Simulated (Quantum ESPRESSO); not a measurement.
# Magnetic state of MnHg from several starts, part 3 of 3

A self-consistent run ends on one state, which hangs on the start. Several orders of MnHg are started in Quantum ESPRESSO and their energies compared.

Quantum ESPRESSO 7.5; PBE; plane waves with GBRV 1.5 PBE potentials, no spin-orbit coupling.

So far. Step 7 (A faulty input): One result that differs is the magnetization, 3 μB against 3.90 μB. Step 8 (Ranking): An order is kept where moments of 0.15 μB or more survive with the typed signs; meshes match where a doubled cell samples the same k points as the first cell.

## (10) Projections on atomic orbitals

Level of this step: PBE; plane waves with GBRV 1.5 PBE potentials, no spin-orbit coupling, projections on orthogonalised atomic orbitals (Quantum ESPRESSO).

projwfc.x projects the saved states on orthogonalised atomic orbitals of the pseudopotential files.

The program printed:

```text
[banner, memory and clock lines left out]
Program PROJWFC v.7.5 starts

     [... lines left out ...]
     IMPORTANT: XC functional enforced from input :
     Exchange-correlation= PBE
                           (   1   4   3   4   0   0   0)
     Any further DFT definition will be discarded
     Please, verify this is what you really want

     G-vector sticks info

     Check: negative core charge=   -0.000026

     negative rho (up, down):  1.324E-04 1.324E-04

     Gaussian broadening (read from input): ngauss,degauss=   0    0.010000

     Calling projwave ....

  Problem Sizes
  natomwfc =           44
  nbnd     =           40
  nkstot   =           38
  npwx     =         2120
  nkb      =           72

     Atomic states used for projection
     (read from pseudopotential files):

     state #   1: atom   1 (Mn1), wfc  1 (l=0 m= 1)
     state #   2: atom   1 (Mn1), wfc  2 (l=1 m= 1)
     state #   3: atom   1 (Mn1), wfc  2 (l=1 m= 2)
     state #   4: atom   1 (Mn1), wfc  2 (l=1 m= 3)
     state #   5: atom   1 (Mn1), wfc  3 (l=0 m= 1)
     state #   6: atom   1 (Mn1), wfc  4 (l=2 m= 1)
     state #   7: atom   1 (Mn1), wfc  4 (l=2 m= 2)
     state #   8: atom   1 (Mn1), wfc  4 (l=2 m= 3)
     state #   9: atom   1 (Mn1), wfc  4 (l=2 m= 4)
     state #  10: atom   1 (Mn1), wfc  4 (l=2 m= 5)
     state #  11: atom   1 (Mn1), wfc  5 (l=1 m= 1)
     state #  12: atom   1 (Mn1), wfc  5 (l=1 m= 2)
     state #  13: atom   1 (Mn1), wfc  5 (l=1 m= 3)
     state #  14: atom   2 (Mn2), wfc  1 (l=0 m= 1)
     state #  15: atom   2 (Mn2), wfc  2 (l=1 m= 1)
     state #  16: atom   2 (Mn2), wfc  2 (l=1 m= 2)
     state #  17: atom   2 (Mn2), wfc  2 (l=1 m= 3)
     state #  18: atom   2 (Mn2), wfc  3 (l=0 m= 1)
     state #  19: atom   2 (Mn2), wfc  4 (l=2 m= 1)
     state #  20: atom   2 (Mn2), wfc  4 (l=2 m= 2)
     state #  21: atom   2 (Mn2), wfc  4 (l=2 m= 3)
     state #  22: atom   2 (Mn2), wfc  4 (l=2 m= 4)
     state #  23: atom   2 (Mn2), wfc  4 (l=2 m= 5)
     state #  24: atom   2 (Mn2), wfc  5 (l=1 m= 1)
     state #  25: atom   2 (Mn2), wfc  5 (l=1 m= 2)
     state #  26: atom   2 (Mn2), wfc  5 (l=1 m= 3)
     state #  27: atom   3 (Hg ), wfc  1 (l=2 m= 1)
     state #  28: atom   3 (Hg ), wfc  1 (l=2 m= 2)
     state #  29: atom   3 (Hg ), wfc  1 (l=2 m= 3)
     state #  30: atom   3 (Hg ), wfc  1 (l=2 m= 4)
     state #  31: atom   3 (Hg ), wfc  1 (l=2 m= 5)
     state #  32: atom   3 (Hg ), wfc  2 (l=0 m= 1)
     state #  33: atom   3 (Hg ), wfc  3 (l=1 m= 1)
     state #  34: atom   3 (Hg ), wfc  3 (l=1 m= 2)
     state #  35: atom   3 (Hg ), wfc  3 (l=1 m= 3)
     state #  36: atom   4 (Hg ), wfc  1 (l=2 m= 1)
     state #  37: atom   4 (Hg ), wfc  1 (l=2 m= 2)
     state #  38: atom   4 (Hg ), wfc  1 (l=2 m= 3)
     state #  39: atom   4 (Hg ), wfc  1 (l=2 m= 4)
     state #  40: atom   4 (Hg ), wfc  1 (l=2 m= 5)
     state #  41: atom   4 (Hg ), wfc  2 (l=0 m= 1)
     state #  42: atom   4 (Hg ), wfc  3 (l=1 m= 1)
     state #  43: atom   4 (Hg ), wfc  3 (l=1 m= 2)
     state #  44: atom   4 (Hg ), wfc  3 (l=1 m= 3)

 [... projections of the bands left out ...]

Lowdin Charges:

     Atom #   1: total charge =  14.9724, s =  2.3195, p =  7.1043, d =  5.5486,
                 spin up      =   9.5987, s =  1.2037,
                 spin up      =   9.5987, p =  3.6382, pz=  1.2127, px=  1.2127, py=  1.2127,
                 spin up      =   9.5987, d =  4.7568, dz2=  0.9569, dxz=  0.9477, dyz=  0.9477, dx2-y2=  0.9569, dxy=  0.9477,
                 spin down    =   5.3738, s =  1.1158,
                 spin down    =   5.3738, p =  3.4661, pz=  1.1554, px=  1.1554, py=  1.1554,
                 spin down    =   5.3738, d =  0.7919, dz2=  0.1232, dxz=  0.1818, dyz=  0.1818, dx2-y2=  0.1232, dxy=  0.1818,
                 polarization =   4.2249, s =  0.0879, p =  0.1721, d =  3.9649,
     Atom #   2: total charge =  14.9724, s =  2.3195, p =  7.1043, d =  5.5486,
                 spin up      =   5.3738, s =  1.1158,
                 spin up      =   5.3738, p =  3.4661, pz=  1.1554, px=  1.1554, py=  1.1554,
                 spin up      =   5.3738, d =  0.7919, dz2=  0.1232, dxz=  0.1818, dyz=  0.1818, dx2-y2=  0.1232, dxy=  0.1818,
                 spin down    =   9.5986, s =  1.2037,
                 spin down    =   9.5986, p =  3.6382, pz=  1.2127, px=  1.2127, py=  1.2127,
                 spin down    =   9.5986, d =  4.7568, dz2=  0.9569, dxz=  0.9477, dyz=  0.9477, dx2-y2=  0.9569, dxy=  0.9477,
                 polarization =  -4.2249, s = -0.0879, p = -0.1721, d = -3.9649,
     Atom #   3: total charge =  11.9807, s =  0.9019, p =  1.2666, d =  9.8122,
                 spin up      =   5.9903, s =  0.4509,
                 spin up      =   5.9903, p =  0.6333, pz=  0.2111, px=  0.2111, py=  0.2111,
                 spin up      =   5.9903, d =  4.9061, dz2=  0.9922, dxz=  0.9739, dyz=  0.9739, dx2-y2=  0.9922, dxy=  0.9739,
                 spin down    =   5.9903, s =  0.4509,
                 spin down    =   5.9903, p =  0.6333, pz=  0.2111, px=  0.2111, py=  0.2111,
                 spin down    =   5.9903, d =  4.9061, dz2=  0.9922, dxz=  0.9739, dyz=  0.9739, dx2-y2=  0.9922, dxy=  0.9739,
                 polarization =  -0.0000, s =  0.0000, p = -0.0000, d =  0.0000,
     Atom #   4: total charge =  11.9807, s =  0.9019, p =  1.2666, d =  9.8122,
                 spin up      =   5.9903, s =  0.4509,
                 spin up      =   5.9903, p =  0.6333, pz=  0.2111, px=  0.2111, py=  0.2111,
                 spin up      =   5.9903, d =  4.9061, dz2=  0.9922, dxz=  0.9739, dyz=  0.9739, dx2-y2=  0.9922, dxy=  0.9739,
                 spin down    =   5.9903, s =  0.4509,
                 spin down    =   5.9903, p =  0.6333, pz=  0.2111, px=  0.2111, py=  0.2111,
                 spin down    =   5.9903, d =  4.9061, dz2=  0.9922, dxz=  0.9739, dyz=  0.9739, dx2-y2=  0.9922, dxy=  0.9739,
                 polarization =  -0.0000, s =  0.0000, p = -0.0000, d =  0.0000,
     Spilling Parameter:   0.0017
```

Wall time 2.7 s (2 MPI ranks of Intel Xeon Platinum 8488C (Sapphire Rapids), shared host); peak memory 0.19 GiB.

```
atom  moment in the sphere (μB)  Löwdin moment (μB)  Löwdin charge (e)
 Mn1                      3.891               4.225             14.972
 Mn2                     -3.891              -4.225             14.972
 Hg3                      0.000               0.000             11.981
 Hg4                      0.000               0.000             11.981
```

## (11) Outcome

```json
{
 "lowest state found": "antiferromagnetic (from antiferro q=(1/2,1/2,1/2) +-)",
 "largest site moment": "3.89 μB",
 "next state with moments": "antiferromagnetic, 43.0 meV a seeded atom higher",
 "state without moments": "1460 meV a seeded atom higher"
}
```

**Reading.** Forming the moments gains more than four times the spread of the orders, as local moments do. The largest moment reads 3.89 μB in the sphere and 4.22 μB by Löwdin projection; a site moment hangs on how space is shared out. Only these 5 starts were compared; other wavevectors, canted and longer-period orders were not. Energies are free energies at an electronic temperature of 1580 K, which lowers moments and differences where the moments are itinerant.

[Logs and program files are shortened in this print: banners, set-up blocks, solver, clock and traceback lines can be left out without a mark of their own.]

[Logs are printed without paths, hosts, clocks, repeated set-up lines and the standing remarks that a program may print on its own settings, such as how far it seeks lower states.]

[Hosts, paths, dates, database ids (printed as entryN), source tags and the programs' standing remarks are cut or masked in the printed files.]

[Where a cell is said to come from a database of computed structures, the database is the Materials Project.]
